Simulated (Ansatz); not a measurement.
# ThMg2 (Fd-3m): from the cell to its phonons, part 2 of 2

How does ThMg2 (Fd-3m) vibrate, and is this structure a minimum?

Ansatz 0.2.0; DFT PBEsol, scalar-relativistic, plane waves, PAW.

So far. Step 3 (Tight relaxation): The forces vanish by symmetry. The volume is held at 26.23 Å³/atom, so a pressure of -1.92 GPa remains at this level. Step 4 (Zone-centre response): Before it was imposed, the acoustic sum rule was missed by 2.9e-5 eV/Å². Small misses are needed for a sound result but don't prove that mesh and cutoff are converged. The lowest optical mode is real, 48.9 cm⁻¹.

### 5. The dispersion

Stability and thermal properties need the whole zone. Linear response on a 2×2×2 q mesh gives force constants as far as a supercell of that size would.

input.yaml

```yaml
crystal:
  lattice:
    - [0.0, 4.285, 4.285]
    - [4.285, 0.0, 4.285]
    - [4.285, 4.285, 0.0]
  atoms:
    - { symbol: Mg, position: [0.625, 0.625, 0.625] }
    - { symbol: Mg, position: [0.125, 0.625, 0.625] }
    - { symbol: Mg, position: [0.625, 0.625, 0.125] }
    - { symbol: Mg, position: [0.625, 0.125, 0.625] }
    - { symbol: Th, position: [0.0, 0.0, 0.0] }
    - { symbol: Th, position: [0.25, 0.25, 0.25] }
kpoints:
  mp_grid: { grid: [8, 8, 8] }
hamiltonian:
  xc: pbesol
scf:
  occupations: { method: methfessel_paxton, width: 0.2 }
output:
  eigenvalues: true
phonons:
  method: dfpt
  qmesh: [2, 2, 2]
  temperatures: { t_max: 400, t_step: 50 }
  qpath:
    path:
      - [[0.0, 0.0, 0.0], [0.5, 0.0, 0.5], [0.625, 0.25, 0.625]]
      - [[0.375, 0.375, 0.75], [0.0, 0.0, 0.0], [0.5, 0.5, 0.5], [0.5, 0.25, 0.75], [0.5, 0.0, 0.5]]
    npoints: 10
```

The run is started by

```bash
ansatz run input.yaml --threads 4 --pin off --max-ram 16384MiB --backend cpu --events-out ev --progress --plain --runs-dir out
```

Numbers of over 12 decimals in the logs are rounded to 6 here.

Output:

```text
Warning: phonons: the dynamical matrix that this run interpolates holds no multipole term above the dipole-dipole one, and a site of this crystal is no centre of inversion, so its interpolated transverse optical and acoustic branches and sound speeds can stay off near Gamma, and the density of states and the thermodynamics with them. What a run solves at a wave vector of phonons.qpoints, Gamma apart, where the deck admits one, is free of this, and under fd what a larger phonons.supercell samples
[...]
Crystal: 6 atoms, lattice volume = 157.356 Å³
Basis set: ecut = 420 eV, 3119 PW (Γ), exchange–correlation on 96×96×96 points (8 copies of the dense FFT grid, shifted against one another)
Bands: 39, of which v1, the nominal top of the filled ones, is band 32 counted from 1 (31 counted from 0)
Symmetry: 48 space group operations
k-points: 29 of 512
[...]
SCF iter   1: F=—  HF=-33760.196138 eV  |F-HF|=—  |Δ(HF+E_count)|=         —  Δρ=2.63e-3  dr2=1.73e-2  ethr=1.77e-3  ⟨swp⟩=9.2  Hψ=4989  notcnv=0
[...]
SCF iter   9: F=-33760.190715 eV  HF=-33760.190715 eV  |F-HF|=2.18e-11  |Δ(HF+E_count)|=  1.46e-11  S|Δr|=    0.00e0  Δρ=3.23e-8  dr2=1.73e-12  ethr=1.00e-12  ⟨swp⟩=11.7  Hψ=6132  notcnv=0
SCF 1 converged in 9 iterations: F = -33760.190715 eV  dr2 = 1.73e-12
[...]
iter 1 solved again at ethr=7.28e-7 eV; its pass at ethr=3.10e-3 eV (dr2=4.66e-4 eV) is discarded
SCF iter   1: F=—  HF=-33760.190651 eV  |F-HF|=—  |Δ(HF+E_count)|=         —  Δρ=7.38e-7  dr2=5.76e-10  ethr=7.28e-7  ⟨swp⟩=5.0  Hψ=8262  notcnv=0
eigensolver tolerance schedule: the retry pair's looser diagonalisation over-reported the residual by 808595.33 of it (diagonalisation noise at an unbounded share of the residual, at the tolerance the schedule requests for it); recorded, not acted on — ethr = c·dr2/N_el stays at c = 1.0e-1
[...]
SCF iter   2: F=—  HF=-33760.190715 eV  |F-HF|=—  |Δ(HF+E_count)|=   6.45e-5  S|Δr|=    0.00e0  Δρ=2.92e-7  dr2=7.74e-11  ethr=1.00e-12  ⟨swp⟩=5.1  Hψ=3856  notcnv=0
[...]
SCF iter   5: F=-33760.190715 eV  HF=-33760.190715 eV  |F-HF|=7.28e-12  |Δ(HF+E_count)|=    0.00e0  S|Δr|=    0.00e0  Δρ=8.35e-8  dr2=8.05e-12  ethr=1.00e-12  ⟨swp⟩=2.8  Hψ=1636  notcnv=0
SCF 2 converged in 5 iterations: F = -33760.190715 eV  dr2 = 8.05e-12
[...]
phonons: the bands overlap, so this run is a metal and interpolates without the dipole-dipole term. If the crystal is really an insulator or semiconductor, its LO-TO splitting is missing
NSCF: frozen V_eff on 29 k-points
WARN: eigensolver did not converge (k=26): 1 band(s) unlocked after 2 eigensolves, warm-restarted (20 sweeps on the last) at ethr=1.51e-12 eV (storage-precision floor; scheduled 1.00e-12 eV) (lowest unlocked band 38, counted from 0; max residual 2.52e-5 eV among the unlocked bands, 2.52e-5 eV over every band; other slots of this pass that fall short are told together in one closing line; warning suppressed until the next SCF loop or pass starts)
[...]
DFPT response loops at q = (0, 0, 0) (fractional): preconditioner auto → Kerker (q_TF=auto, 2.348 Å⁻¹) (partly filled bands, converged f_vac=0.000); β = 1.00, the filter's whole step (`scf.mixing.beta` (0.50) is not read by the response loops under this deck's `scf.mixing.preconditioner`; to damp them name `kerker` or `kerker_dos`, under which they read `scf.mixing.beta`, and type it under 1.00, their step now; both keys bind the ground state too); Broyden in place of MSR1
[...]
SCF converged after 9 iterations
[...]
Free energy (F): -33760.190715 eV
[...]
Internal energy: -33760.191472 eV  (E = F + TS)
E sigma→0 (E₀):  -33760.190904 eV
Entropy (-TS):   0.000756 eV (0.126 meV/atom)
Fermi energy:    9.490352 eV
[...]
--- Band table (eV; the first three rows and the last of 29) ---
  k-point 0: bands = [... 28 lower, 8.3108, 8.3108, 8.4313, 8.7816, 8.7816, 8.7816, 9.9663, 10.8774, ... 3 higher]
  k-point 1: bands = [... 28 lower, 8.3299, 8.6678, 8.6678, 8.8026, 8.8026, 9.1923, 10.3107, 10.7518, ... 3 higher]
  k-point 2: bands = [... 28 lower, 7.9411, 8.7761, 8.7761, 9.2476, 9.2476, 9.8589, 10.5469, 10.6321, ... 3 higher]
  k-point 28: bands = [... 28 lower, 8.3179, 8.3179, 9.6010, 9.6010, 9.8622, 9.8622, 10.3416, 10.3416, ... 3 higher]
--- Phonons (Γ-DFPT): 2 representative perturbations + reference (Σ response iterations 6) ---
  ASR residual: 7.611e-5 → 0.000e0 eV/Å²; symmetrization residual: 1.835e-6 eV/Å²
  ASR residual per site (eV/Å²): 2.63e-5 2.63e-5 2.63e-5 2.63e-5 7.61e-5 7.61e-5
[...]
--- Phonons (arbitrary-q DFPT): 3 irreducible q on the 2×2×2 mesh ---
  q = [0.0000, 0.0000, 0.0000] (star 1, of the zone-centre solve; hermiticity 9.85e-7, symmetrization 2.54e-12): -0.00 0.00 0.00 48.85 48.85 48.85 139.00 139.00 139.00 148.74 148.74 148.74 215.52 215.52 248.87 248.87 248.87 328.38
  q = [0.0000, 0.0000, -0.5000] (star 4, 4 solved perturbations in 710 linear systems a pass and spin channel, the states on 260 of 512 k-point pairs; hermiticity 3.22e-7, symmetrization 8.09e-11): 39.25 39.25 51.72 51.72 60.15 66.83 137.31 137.31 150.07 184.16 184.16 186.70 186.70 196.11 231.56 235.33 235.33 302.05
[...]
sum rule: each row above includes the acoustic sum rule's correction from the zone centre's row sums; it moved no ω² by more than (0.57 cm⁻¹)²
  mesh force constants: q→R imaginary residual 1.17e-17; ASR residual 7.611e-5 → 0.000e0 eV/Å²; symmetrization residual 2.665e-15 eV/Å²
  interpolated dispersion: 62 rows × 18 modes
  density of states and harmonic sums: on the 14×14×14 q-mesh, interpolated from the force constants of a 2×2×2 supercell (no non-analytic term)
  largest difference from the sums on the solved wave vectors: F 2.87e-2 eV, S 1.04e-4 and C_V 3.22e-5 eV/K
  zero-point energy: 0.165872 eV/cell   skipped modes (ω ≤ 0): 3   left out of the sums: 6.07e-5 of the cell's modes: C_V's classical limit lies that fraction below 3 k_B per atom; for a crystal, a wire or a layer, F and S can be off by more, and a phonons.interpolated_qmesh denser along its periods is the remedy for the sampling
```

Run time: 6.8 min. Hardware: 4 threads of Arm Neoverse V2, shared host; peak memory 4.2 GiB.

Numbers from this step:

| Item | Value |
| --- | --- |
| sum-rule residual before enforcement | 7.61e-5 eV/Å² |
| lowest frequency on the path | 0 cm⁻¹ |
| highest frequency on the path or at a solved wavevector | 328.4 cm⁻¹ |
| mean frequency | 148.7 cm⁻¹ |
| Debye temperature (second moment) | 313 K |
| logarithmic mean frequency | 122.6 cm⁻¹ |
| lowest mode on the q mesh (acoustic modes at Γ apart) | 39.25 cm⁻¹ |
| zero-point energy per atom | 27.65 meV |
| heat capacity at 300 K | 23.66 J/(mol atoms K) |
| vibrational entropy at 300 K | 38.85 J/(mol atoms K) |
| edges of the widest gap between branches, on path and mesh | 66.8, 137.3 cm⁻¹ |

Frequencies (cm⁻¹) solved at each irreducible wavevector; negative means imaginary. Frequencies by wavevector, by row:

```csv
q in reciprocal lattice units,star,mode 1,mode 2,mode 3,mode 4,mode 16,mode 17,mode 18
0 0 0,1,0,0,0,48.9,248.9,248.9,328.4
0 0 -0.5,4,39.2,39.2,51.7,51.7,235.3,235.3,302.1
0 -0.5 -0.5,3,42.6,42.6,58.6,58.6,210.2,275.1,275.1
```

Interpolated from a 2×2×2 q mesh. Phonon branches along the path, in cm⁻¹:

```csv
point,branch 1,branch 2,branch 3,branch 4,branch 15,branch 16,branch 17,branch 18
Γ,0,0,0,49,249,249,249,328
halfway,32,32,51,53,235,235,254,311
X,43,43,59,59,210,210,275,275
halfway,42,46,58,58,213,215,272,277
U,42,52,55,56,219,220,264,282
jump to K,42,52,55,56,219,220,264,282
halfway,37,39,45,48,235,240,248,310
Γ,0,0,0,49,249,249,249,328
halfway,31,31,48,48,242,242,245,316
L,39,39,52,52,232,235,235,302
halfway,42,46,54,54,224,228,251,293
W,50,50,54,54,221,221,272,272
halfway,45,45,57,57,216,216,274,274
X,43,43,59,59,210,210,275,275
```

Tetrahedra on a 14×14×14 mesh, mean over bins of 5 cm-1. Interpolated from a 2×2×2 q mesh. The phonon density of states by wavenumber; read off at these points:

wavenumber (cm⁻¹), phonon density of states (1/cm⁻¹/cell) and a bar:
```
        2      0.000 
       18      0.005 
       32      0.030 ###
       48      0.187 ##################
       58      0.308 ##############################
       62      0.126 ############
       78      0.000 
       98      0.000 
      112      0.000 
      128      0.000 
      142      0.192 ###################
      152      0.151 ###############
      158      0.114 ###########
      172      0.099 ##########
      188      0.097 #########
      192      0.109 ###########
      202      0.130 #############
      218      0.036 ###
      232      0.077 ########
      252      0.050 #####
      268      0.015 #
      282      0.021 ##
      298      0.033 ###
      312      0.014 #
      328      0.002
```

The partial phonon density of states has structure finer than the step of the table below, so its rows give means over 10 cm⁻¹, whole bins alone (the curve runs from -10 to 348 cm⁻¹). Peaks (cm⁻¹: height): Mg 141.0: 0.168, 152.2: 0.148, 161.2: 0.157, 172.5: 0.130, 201.8: 0.109, 224.3: 0.0973, 298.7: 0.0320; Th 57.6: 0.276.

Phonopy on the run's constants, 11x11x11 mesh, Gaussian sigma 2.6 cm-1. Interpolated from a 2×2×2 q mesh. Partial phonon density of states against wavenumber; means over each step; values in 1/cm⁻¹/cell:

```csv
wavenumber (cm⁻¹),Mg,Th
0,3.7e-5,1.8e-4
10,2.7e-4,0.00140
20,0.00107,0.00643
30,0.00262,0.0231
40,0.00570,0.117
50,0.00422,0.217
60,0.00136,0.206
70,5.8e-5,0.0137
80,0,3.0e-6
90,0,0
100,0,0
110,0,0
120,0,0
130,0.00450,2.8e-4
140,0.115,0.00597
150,0.125,0.00242
160,0.117,0.00156
170,0.0952,0.00135
180,0.0843,0.00110
190,0.0949,8.9e-4
200,0.0991,7.5e-4
210,0.0530,2.8e-4
220,0.0678,1.6e-4
230,0.0827,3.0e-4
240,0.0516,2.0e-4
250,0.0541,9.6e-5
260,0.0293,9.4e-6
270,0.0115,0
280,0.0157,0
290,0.0273,0
300,0.0301,0
310,0.0167,0
320,0.00801,0
330,0.00136,0
340,1.0e-6,0
```

Harmonic thermodynamic functions per atom, from the density of states. Interpolated from a 2×2×2 q mesh. Thermodynamic functions, by row:

```csv
T (K),F_vib (meV/atom),S (J/mol-atom/K),C_V (J/mol-atom/K)
0,27.65,0,0
50,26.37,6.673,9.329
100,20.53,15.71,16.9
200,-3.41,29.52,22.24
300,-39.12,38.85,23.66
400,-83.12,45.75,24.2
```

Harmonic mean-square displacement, third of the trace. Interpolated from a 2×2×2 q mesh. Mean square displacements, by row:

```csv
T (K),Mg1 U_eq (Å²),Mg2 U_eq (Å²),Mg3 U_eq (Å²),Mg4 U_eq (Å²),Th5 U_eq (Å²),Th6 U_eq (Å²)
0,0.00387,0.00387,0.00387,0.00387,0.00147,0.00147
100,0.00528,0.00528,0.00528,0.00528,0.00463,0.00463
300,0.01197,0.01197,0.01197,0.01197,0.01343,0.01343
600,0.02313,0.02313,0.02313,0.02313,0.02678,0.02678
```

Symmetry leaves 3 wavevectors to solve. The lowest mode among them, the acoustic zeros apart, lies at q = (0, 0, -0.5) and is real, 39.2 cm⁻¹.

### 6. Summary of results

| Item | Value |
| --- | --- |
| space group (within 0.01 Å) | Fd-3m |
| volume per atom | 26.2 Å³ |
| electronic character | no gap on this mesh |
| highest optical mode at the zone centre (no LO-TO term) | 328 cm⁻¹ |
| lowest optical zone-centre mode | 48.9 cm⁻¹ |
| lowest mode on the q mesh (acoustic modes at Γ apart) | 39.2 cm⁻¹ |
| highest frequency on the path or at a solved wavevector | 328 cm⁻¹ |
| zero-point energy per atom | 27.6 meV |
| heat capacity at 300 K | 23.7 J/(mol atoms K) |
| vibrational entropy at 300 K | 38.9 J/(mol atoms K) |
| Debye temperature (second moment) | 313 K |
| imaginary modes on the 2×2×2 q mesh | none |

What this shows: The structure is a minimum as far as tested: no mode is imaginary at the 3 irreducible wavevectors of the 2×2×2 mesh, and the softest away from the acoustic zeros lies at 39 cm⁻¹. The optical modes at Γ span 49 to 328 cm⁻¹. The highest mode in this list at Γ, 328.4 cm⁻¹, is mostly motion of Mg (100 % of the kinetic energy). On the path and the mesh, the widest gap between branches runs from 67 to 137 cm⁻¹. The volume was held at that of the database entry and not relaxed, so the modes belong to a cell under -1.92 GPa at this level. With no gap, or one that is small against the smearing, the frequencies hang on the k mesh and the smearing, most of all near Kohn anomalies. Spin-orbit coupling is left out, which can matter for the heavy elements here. A phonon run warned that its eigensolver left some bands unconverged in a pass. These are harmonic frequencies at zero temperature: anharmonic shifts, linewidths and thermal expansion are left out.

[Logs are printed without paths, hosts, clocks, repeated set-up lines and the standing remarks that a program may print on its own settings, such as how far it seeks lower states.]

[Hosts, paths, dates, database ids (printed as entryN), source tags and the programs' standing remarks are cut or masked in the printed files.]
